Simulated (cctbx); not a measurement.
# A crystallographic session in cctbx: Gd3V3Au2

Library: cctbx 2025.11. The data are simulated by the first script.

## 1. Simulate the data

run.py:

```python
from cctbx import adptbx, crystal, miller, sgtbx, xray
from cctbx.array_family import flex
from iotbx.shelx import hklf
from scitbx import matrix
import scitbx.random

cs = crystal.symmetry(unit_cell=(4.278, 4.278, 21.849, 90, 90, 120), space_group_symbol='Hall: -P 6c 2c')  # P6_3/mmc
atoms = [  # label, site, U (iso, or U11 U22 U33 U12 U13 U23 in A^2), occupancy
    ("Au1", (0, 0, 0.1865), 0.0138, 1),
    ("Gd1", (1/3, 2/3, 0.25), 0.0121, 1),
    ("Gd2", (1/3, 2/3, 0.0779), 0.0126, 1),
    ("V1", (0, 0, 0.5), 0.0161, 1),
    ("V2", (1/3, 2/3, 0.6544), 0.0214, 1),
]
xs = xray.structure(crystal_symmetry=cs)
for label, site, u, occ in atoms:
    u = adptbx.u_cif_as_u_star(cs.unit_cell(), u) if isinstance(u, tuple) else u
    xs.add_scatterer(xray.scatterer(label, site=site, u=u, occupancy=occ))
xs.set_inelastic_form_factors(0.71073, "sasaki")
xs.show_summary()
p1 = xs.expand_to_p1()
ms = miller.build_set(p1, anomalous_flag=True, d_min=0.8)
flex.set_random_seed(123310)
scitbx.random.set_random_seed(123310)
ms = ms.select(flex.random_double(ms.size()) < 0.8)
i = ms.structure_factors_from_scatterers(p1, algorithm="direct").f_calc().as_intensity_array().data()
i = i * 70000 / flex.max(i)
sig = flex.sqrt(i + flex.pow2(0.06 * i) + 2 ** 2)
noise = scitbx.random.variate(scitbx.random.normal_distribution())(i.size())
data = ms.array(data=i + sig * noise, sigmas=sig).set_observation_type_xray_intensity()
with open("data.hkl", "w") as f:
    data.export_as_shelx_hklf(f)
print("reflections written:", data.size(), " <I/sigma> = %.1f" % flex.mean(data.data() / data.sigmas()))
for h, a, b in list(data.sort("data"))[:12]:
    print("%4d%4d%4d %9.1f %7.1f" % (h + (a, b)))
```

```console
$ python run.py
```

```text
Number of scatterers: 5
At special positions: 5
Unit cell: (4.278, 4.278, 21.849, 90, 90, 120)
Space group: P 63/m m c (No. 194)
reflections written: 2318  <I/sigma> = 11.2
   1   1   0   73006.3  4208.3
   1  -2   0   71004.5  4208.3
  -2   1   0   70560.4  4208.3
  -1   2   0   67702.0  4208.3
  -1  -1   0   67528.2  4208.3
   2  -1   0   67020.6  4208.3
   0   3   0   35757.2  2055.8
   3  -3   0   34786.6  2055.8
  -3   3   0   34079.6  2055.8
   0  -3   0   33408.2  2055.8
   3   0   0   32550.8  2055.8
  -2   4   0   26369.1  1551.0
```

It took 0.22 s on 1 thread of Arm Neoverse V2, with other jobs on the host, peak memory 0.07 GiB.

## 2. Symmetry

run.py:

```python
from cctbx import crystal, sgtbx, statistics
from cctbx.array_family import flex
from iotbx.shelx import hklf

p1 = crystal.symmetry(unit_cell=(4.278, 4.278, 21.849, 90, 90, 120), space_group_symbol="P 1")
raw = hklf.reader(file_name="data.hkl").as_miller_arrays(crystal_symmetry=p1, anomalous=True)[0]
print(raw.size(), "reflections to d = %.3f A" % raw.d_min())
isig = raw.data() / raw.sigmas()
print("centring   violations  <I/sigma> of those")
best = "P"
for c in "ABCIRF":
    a = raw.customized_copy(space_group_info=sgtbx.space_group_info("Hall: %s 1" % c)).sys_absent_flags().data()
    m = flex.mean(isig.select(a))
    print("%5s %10d of %5d %8.1f" % (c, (isig.select(a) > 4).count(True), a.count(True), m))
    if (isig.select(a) > 4).count(True) < 0.01 * a.count(True):
        best = c
raw = raw.select(~raw.customized_copy(space_group_info=sgtbx.space_group_info("Hall: %s 1" % best)).sys_absent_flags().data())
isig = raw.data() / raw.sigmas()
rows = []
for s in sgtbx.space_group_symbol_iterator():
    g = sgtbx.space_group(s)
    if g.conventional_centring_type_symbol() != best or not g.is_compatible_unit_cell(p1.unit_cell(), 1e-3, 0.02):
        continue
    rows.append((s, g))
print("Laue class    unique    Rint  (classes that these axes allow; Friedel mates merged)")
rint = {}
for s, g in rows:
    laue = g.build_derived_patterson_group()
    key = laue.type().hall_symbol()
    if key not in rint:
        m = raw.customized_copy(space_group_info=laue.info(), anomalous_flag=False).merge_equivalents()
        rint[key] = m.r_int()
        print("%-14s %6d %7.3f" % (laue.type().lookup_symbol(), m.array().size(), m.r_int()))
floor = min(rint.values())
good = [(s, g) for s, g in rows if rint[g.build_derived_patterson_group().type().hall_symbol()] < 2 * floor + 0.03]
top = max(g.build_derived_patterson_group().order_z() for s, g in good)
print("space group    extra absences  I>4sigma  <I/sigma>")
for s, g in good:
    laue = g.build_derived_patterson_group()
    if laue.order_z() != top:
        continue
    a = raw.customized_copy(space_group_info=g.info()).sys_absent_flags().data()
    a &= ~raw.customized_copy(space_group_info=laue.info()).sys_absent_flags().data()
    bad = (isig.select(a) > 4).count(True)
    if bad <= 0.03 * a.count(True):
        print("%-16s %8d %10d %9s  %s" % (s.universal_hermann_mauguin(), a.count(True), bad, "%.1f" % flex.mean(isig.select(a)) if a.count(True) else "-", "centric" if g.is_centric() else "acentric"))
laue = max(good, key=lambda t: t[1].build_derived_patterson_group().order_z())[1].build_derived_patterson_group()
f = raw.customized_copy(space_group_info=laue.info(), anomalous_flag=False).merge_equivalents().array().eliminate_sys_absent().f_sq_as_f()
f.set_observation_type_xray_amplitude()
bins = max(3, min(8, f.size() // 12))
f.setup_binner(n_bins=bins)
w = statistics.wilson_plot(f, {e: n / laue.order_z() for e, n in {'Au': 4.0, 'Gd': 6.0, 'V': 6.0}.items()}, e_statistics=True)
print("Wilson B = %.2f A^2   <|E^2-1|> = %.3f (0.968 centric, 0.736 acentric)   E^2>4: %.1f %%" % (w.wilson_b, w.mean_e_sq_minus_1, w.percent_e_sq_gt_2))
print("shell (A)         n   <I/sigma>")
m = raw.customized_copy(space_group_info=laue.info(), anomalous_flag=False).merge_equivalents().array().eliminate_sys_absent()
for b in m.setup_binner(n_bins=bins).range_used():
    sel = m.binner().selection(b)
    print("%5.2f - %4.2f %6d %8.1f" % (min(m.binner().bin_d_range(b)[0] if m.binner().bin_d_range(b)[0] > 0 else 99, 99), m.binner().bin_d_range(b)[1], sel.count(True), flex.mean((m.data() / m.sigmas()).select(sel))))
```

```console
$ python run.py
```

```text
2318 reflections to d = 0.802 A
centring   violations  <I/sigma> of those
    A        905 of  1155     11.1
    B        915 of  1170     11.1
    C        930 of  1167     11.2
    I        897 of  1144     11.2
    R       1188 of  1527     10.9
    F       1375 of  1746     11.1
Laue class    unique    Rint  (classes that these axes allow; Friedel mates merged)
P -1             1391   0.034
P 1 1 2/m         750   0.040
P -3              496   0.042
P -3 1 m          307   0.044
P -3 m 1          347   0.043
P 6/m             268   0.044
P 6/m m m         213   0.045
space group    extra absences  I>4sigma  <I/sigma>
P 6 2 2                 0          0         -  acentric
P 63 2 2               18          0      -0.0  acentric
P 6 m m                 0          0         -  acentric
P 63 m c              234          0      -0.0  acentric
P -6 m 2                0          0         -  acentric
P -6 2 m                0          0         -  acentric
P -6 2 c              234          0      -0.0  acentric
P 6/m m m               0          0         -  centric
P 63/m m c            234          0      -0.0  centric
Wilson B = 0.76 A^2   <|E^2-1|> = 0.789 (0.968 centric, 0.736 acentric)   E^2>4: 0.5 %
shell (A)         n   <I/sigma>
21.86 - 1.60     42     27.0
 1.60 - 1.27     26     38.8
 1.27 - 1.11     23     31.1
 1.11 - 1.01     29     29.4
 1.01 - 0.94     23     33.7
 0.94 - 0.88     23     32.3
 0.88 - 0.84     24     33.0
 0.84 - 0.80     23     39.0
```

Time: 0.25 s.

## 3. Patterson map

run.py:

```python
from cctbx import crystal, maptbx
from iotbx.shelx import hklf

cs = crystal.symmetry(unit_cell=(4.278, 4.278, 21.849, 90, 90, 120), space_group_symbol='Hall: -P 6c 2c')  # P6_3/mmc
raw = hklf.reader(file_name="data.hkl").as_miller_arrays(crystal_symmetry=cs, anomalous=True)[0]
merged = raw.eliminate_sys_absent().merge_equivalents()
fo2 = merged.array().set_observation_type_xray_intensity()
f = fo2.average_bijvoet_mates().f_sq_as_f()
pm = f.patterson_map(symmetry_flags=maptbx.use_space_group_symmetry, sharpening=True, resolution_factor=0.25)
peaks = pm.peak_search(parameters=maptbx.peak_search_parameters(min_distance_sym_equiv=0.4, max_clusters=14)).all()
top = peaks.heights()[0]
print("Patterson group", f.patterson_symmetry().space_group_info())
print("      u       v       w   height  length (A)")
for x, h in zip(peaks.sites(), peaks.heights()):
    y = [t - round(t) for t in x]
    print("%7.3f %7.3f %7.3f %8.1f %8.2f" % (x + (1000 * h / top, cs.unit_cell().length(y))))
```

```console
$ python run.py
```

```text
Patterson group P 6/m m m
      u       v       w   height  length (A)
  0.000   0.000   0.000   1000.0     0.00
  0.000   0.000   0.500    502.3    10.92
  0.000   0.000   0.175    396.7     3.83
  0.333   0.667   0.256    259.9     6.11
  0.333   0.667   0.065    259.1     2.85
  0.000   0.000   0.370    246.5     8.09
  0.000   0.000   0.126    237.9     2.75
  0.333   0.667   0.500    236.1    11.20
  0.333   0.667   0.438    235.6     9.88
  0.333   0.667   0.107    224.6     3.40
  0.333   0.667   0.331    202.9     7.64
  0.333   0.667   0.390    196.6     8.88
  0.000   0.000   0.336    140.2     7.35
  0.333   0.667   0.160    127.6     4.28
```

Time: 0.21 s.

## 4. Charge flipping

run.py:

```python
import itertools
from cctbx import crystal, maptbx
from cctbx.array_family import flex
from iotbx.shelx import hklf
from smtbx.ab_initio import charge_flipping as cf

cs = crystal.symmetry(unit_cell=(4.278, 4.278, 21.849, 90, 90, 120), space_group_symbol='Hall: -P 6c 2c')  # P6_3/mmc
raw = hklf.reader(file_name="data.hkl").as_miller_arrays(crystal_symmetry=cs, anomalous=True)[0]
merged = raw.eliminate_sys_absent().merge_equivalents()
fo2 = merged.array().set_observation_type_xray_intensity()
f = fo2.average_bijvoet_mates().f_sq_as_f().resolution_filter(d_min=0.8)
p1 = f.expand_to_p1()
work = p1
flex.set_random_seed(84927)
it = cf.weak_reflection_improved_iterator(delta=None, weak_reflection_fraction=0.2)
it.start(work, phases=flex.random_double(p1.size()) * 6.2832, f_000=0)
it.delta = 0.9 * it.rho_map.sigma()
print("cycle      R  skewness")
for n, st in enumerate(itertools.islice(it, 300)):
    if n % 25 == 0:
        print("%5d %6.3f %8.2f" % (n, st.r1_factor(), st.rho_map.skewness()))
rho = p1.phase_transfer(it.f_calc).fft_map().apply_volume_scaling()
polish = cf.low_density_elimination_iterator(constant_rho_c=rho.sigma())
polish.start(f_obs=p1, phases=it.f_calc, f_000=0)
for _ in range(8):
    next(polish)
print("origin shift          correlation  skewness")
maps = []
for fc, shift, cc in itertools.islice(cf.f_calc_symmetrisations(f, polish.f_calc, 0), 4):
    m = f.phase_transfer(fc).fft_map(symmetry_flags=maptbx.use_space_group_symmetry, resolution_factor=0.25).apply_sigma_scaling()
    maps.append((m.skewness(), cc, m))
    print("%6.3f %6.3f %6.3f %10.3f %9.2f" % (tuple(shift) + (cc, m.skewness())))
skew, cc, m = max((t for t in maps if t[1] > maps[0][1] - 0.04), key=lambda t: t[0])
print("taken: symmetry correlation %.3f, skewness %.2f" % (cc, skew))
peaks = m.peak_search(parameters=maptbx.peak_search_parameters(min_distance_sym_equiv=0.9, max_clusters=10)).all()
sps = cs.special_position_settings(min_distance_sym_equiv=0.5)
print("peak      x       y       z  mult  height/sigma")
for k, (x, h) in enumerate(zip(peaks.sites(), peaks.heights())):
    ss = sps.site_symmetry(x)
    print("Q%-3d %7.4f %7.4f %7.4f %4d %8.1f" % ((k + 1,) + tuple(t % 1 for t in ss.exact_site()) + (ss.multiplicity(), h)))
```

```console
$ python run.py
```

```text
cycle      R  skewness
    0  0.630     0.35
   25  0.414     2.61
   50  0.380     4.46
   75  0.330     5.53
  100  0.240     5.91
  125  0.229     5.81
  150  0.229     5.74
  175  0.241     5.74
  200  0.244     5.71
  225  0.240     5.66
  250  0.252     5.66
  275  0.251     5.81
origin shift          correlation  skewness
 0.134  0.925  0.224      0.888      0.17
 0.805  0.263  0.223      0.869     -0.10
 0.137  0.929  0.110      0.853      0.35
 0.140  0.935  0.308      0.866      0.22
taken: symmetry correlation 0.853, skewness 0.35
peak      x       y       z  mult  height/sigma
Q1    0.0000  0.0000  0.0993    4      7.2
Q2    0.3333  0.6667  0.6641    4      5.8
Q3    0.3333  0.6667  0.0006    4      3.9
Q4    0.2361  0.4723  0.5709   12      3.2
Q5    0.0792  0.4088  0.1532   24      3.1
Q6    0.0000  0.0000  0.2280    4      3.1
Q7    0.0644  0.5322  0.5338   12      2.9
Q8    0.3333  0.6667  0.5451    4      2.9
Q9    0.1037  0.5518  0.7500    6      2.3
Q10   0.0068  0.2675  0.0909   24      2.3
```

Time: 0.68 s.

## 5. Refinement (model from the peaks)

run.py:

```python
import math
from cctbx import adptbx, crystal, maptbx, sgtbx, xray
from cctbx.array_family import flex
from cctbx.xray import observations
from iotbx.shelx import hklf
from scitbx.lstbx import normal_eqns_solving
from smtbx import absolute_structure, utils
from smtbx.refinement import constraints, least_squares

cs = crystal.symmetry(unit_cell=(4.278, 4.278, 21.849, 90, 90, 120), space_group_symbol='Hall: -P 6c 2c')  # P6_3/mmc
atoms = [  # label, site, U (iso, or U11 U22 U33 U12 U13 U23 in A^2), occupancy
    ("Gd1", (0, 0, 0.0993), 0.0200, 1),
    ("Au1", (0.3333, 0.6667, 0.6641), 0.0200, 1),
    ("V1", (0.1037, 0.5518, 0.75), 0.0200, 1),
]
xs = xray.structure(crystal_symmetry=cs)
for label, site, u, occ in atoms:
    u = adptbx.u_cif_as_u_star(cs.unit_cell(), u) if isinstance(u, tuple) else u
    xs.add_scatterer(xray.scatterer(label, site=site, u=u, occupancy=occ))
xs.set_inelastic_form_factors(0.71073, "sasaki")
raw = hklf.reader(file_name="data.hkl").as_miller_arrays(crystal_symmetry=cs, anomalous=True)[0]
merged = raw.eliminate_sys_absent().merge_equivalents()
fo2 = merged.array().set_observation_type_xray_intensity()
print("Rint %.3f, %d unique reflections to %.2f A" % (merged.r_int(), fo2.size(), fo2.d_min()))
for sc in xs.scatterers():
    sc.flags.set_grad_site(True)
    sc.flags.set_grad_u_aniso(sc.flags.use_u_aniso())
    sc.flags.set_grad_u_iso(sc.flags.use_u_iso())
obs = fo2.as_xray_observations()
extra = {}
rep = constraints.reparametrisation(xs, [], utils.connectivity_table(xs), **extra)
ls = least_squares.crystallographic_ls(obs, rep, weighting_scheme=least_squares.mainstream_shelx_weighting(a=0, b=0))
print("cycle     R1     wR2    GooF  max shift (A)")
for cycle in range(6):
    ls.build_up()
    r1, wr2, goof = ls.r1_factor(cutoff_factor=2)[0], ls.wR2(), ls.goof()
    old = xs.sites_cart()
    normal_eqns_solving.levenberg_marquardt_iterations(ls, n_max_iterations=3, tau=0.0001, step_threshold=1e-7)
    big = flex.max((xs.sites_cart() - old).norms())
    print("%4d %7.4f %7.4f %7.3f %9.5f" % (cycle + 1, r1, wr2, goof, big))
    ls.build_up(objective_only=True)
    if abs(ls.wR2() - wr2) < 5e-5 and big < 5e-4:
        break
ls.build_up()
print("final R1 %.4f wR2 %.4f GooF %.3f  parameters %d  data/parameter %.1f" % (ls.r1_factor(cutoff_factor=2)[0], ls.wR2(), ls.goof(), ls.n_parameters, fo2.size() / ls.n_parameters))
cov = ls.covariance_matrix_and_annotations()
su = dict(zip(cov.annotations, (math.sqrt(max(v, 0)) for v in cov.matrix.matrix_packed_u_diagonal())))
a2 = cs.unit_cell().reciprocal_parameters()[0] ** -2
print("atom        x        y        z      Ueq    occ   su(xyz)  su(Uiso or U11)")
for sc in xs.scatterers():
    s = max(su.get(sc.label + k, 0) for k in (".x", ".y", ".z"))
    npd = "" if sc.is_positive_definite_u(cs.unit_cell()) else "  NPD"
    print("%-5s %8.5f %8.5f %8.5f %8.4f %6.3f %8.5f %7.4f%s" % ((sc.label,) + sc.site + (sc.u_iso_or_equiv(cs.unit_cell()), sc.occupancy, s, su.get(sc.label + ".uiso", su.get(sc.label + ".u11", 0) * a2), npd)))
fo = fo2.f_sq_as_f()
fc = fo.structure_factors_from_scatterers(xs, algorithm="direct").f_calc()
diff = fo.f_obs_minus_f_calc(1 / math.sqrt(ls.scale_factor()), fc).average_bijvoet_mates()
m = diff.fft_map(symmetry_flags=maptbx.use_space_group_symmetry, resolution_factor=0.25).apply_volume_scaling()
print("difference map: max %.2f min %.2f rms %.2f" % (m.statistics().max(), m.statistics().min(), m.statistics().sigma()))
peaks = m.peak_search(parameters=maptbx.peak_search_parameters(min_distance_sym_equiv=0.6, max_clusters=7)).all()
near = xs.closest_distances(peaks.sites(), distance_cutoff=4)
sps = cs.special_position_settings(min_distance_sym_equiv=0.5)
for k, (x, h) in enumerate(zip(peaks.sites(), peaks.heights())):
    ss = sps.site_symmetry(x)
    print("Q%-3d %7.4f %7.4f %7.4f %4d %7.2f  %.2f A from %s" % ((k + 1,) + tuple(t % 1 for t in ss.exact_site()) + (ss.multiplicity(), h, near.smallest_distances[k], xs.scatterers()[near.i_seqs[k]].label)))
```

```console
$ python run.py
```

```text
Rint 0.045, 178 unique reflections to 0.80 A
cycle     R1     wR2    GooF  max shift (A)
   1  0.9696  0.9989  44.411   0.38533
   2  0.9315  0.9913  44.073   0.28511
   3  0.9046  0.9834  43.722   0.77508
   4  0.9165  0.9889  43.967   0.12768
   5  0.9188  0.9895  43.990   0.15990
   6  0.9131  0.9880  43.924   0.08548
final R1 0.8914 wR2 0.9790 GooF 43.527  parameters 6  data/parameter 29.7
atom        x        y        z      Ueq    occ   su(xyz)  su(Uiso or U11)
Gd1    0.00000  0.00000  0.12609   0.0643  1.000  0.01807  0.1044
Au1    0.33333  0.66667  0.67359   0.0001  1.000  0.00440  0.0201
V1     0.34381  0.67190  0.75000   0.0675  1.000  2.88933  0.2933
difference map: max 2470.22 min -816.64 rms 139.67
Q1    0.3333  0.6667  0.6689    4 2495.57  0.10 A from Au1
Q2    0.0000  0.0000  0.0675    4 1282.54  1.28 A from Gd1
Q3    0.0000  0.0000  0.1124    4 1085.80  0.30 A from Gd1
Q4    0.0000  0.0000  0.0000    2  793.58  2.76 A from Gd1
Q5    0.3333  0.6667  0.2500    2  750.49  2.45 A from V1
Q6    0.0000  0.0000  0.2500    2  722.91  2.43 A from V1
Q7    0.3333  0.6667  0.0538    4  703.17  2.93 A from Gd1
```

Time: 0.51 s.

Figures of merit this high mean that the model is still wrong or incomplete.

## 6. Charge flipping

run.py, as its changes from the last script of this kind:

```diff
@@ -13,2 +13,3 @@
-work = p1
-flex.set_random_seed(84927)
+p1.setup_binner_counting_sorted(reflections_per_bin=max(40, p1.size() // 12))
+work = p1.array(data=p1.data() / p1.amplitude_quasi_normalisations().data())
+flex.set_random_seed(84928)
@@ -19,2 +20,2 @@
-for n, st in enumerate(itertools.islice(it, 300)):
-    if n % 25 == 0:
+for n, st in enumerate(itertools.islice(it, 600)):
+    if n % 50 == 0:
```

```console
$ python run.py
```

```text
cycle      R  skewness
    0  0.628     0.28
   50  0.425     2.41
  100  0.430     2.36
  150  0.434     2.42
  200  0.432     2.38
  250  0.415     2.60
  300  0.427     2.77
  350  0.422     2.87
  400  0.428     2.98
  450  0.425     2.84
  500  0.436     2.81
  550  0.425     2.91
origin shift          correlation  skewness
 0.069  0.136  0.324      0.864      0.56
 0.434  0.845  0.235      0.895      6.11
 0.427  0.840  0.490      0.888      4.37
 0.431  0.850  0.401      0.889      4.70
taken: symmetry correlation 0.895, skewness 6.11
peak      x       y       z  mult  height/sigma
Q1    0.0000  0.0000  0.0634    4     16.2
Q2    0.3333  0.6667  0.6664    4     13.6
Q3    0.3333  0.6667  0.0059    4     10.1
Q4    0.0000  0.0000  0.2500    2      4.2
Q5    0.3333  0.6667  0.2500    2      3.3
Q6    0.3333  0.6667  0.6110    4      3.2
Q7    0.3333  0.6667  0.1092    4      3.1
Q8    0.0000  0.0000  0.0000    2      1.7
Q9    0.0000  0.0000  0.1173    4      1.6
Q10   0.2291  0.4583  0.7035   12      1.4
```

Run time: 0.76 s on 1 thread of Arm Neoverse V2, with other jobs on the host, peak memory 0.08 GiB.

[Logs are printed without paths, hosts, clocks, repeated set-up lines and the standing remarks that a program may print on its own settings, such as how far it seeks lower states.]
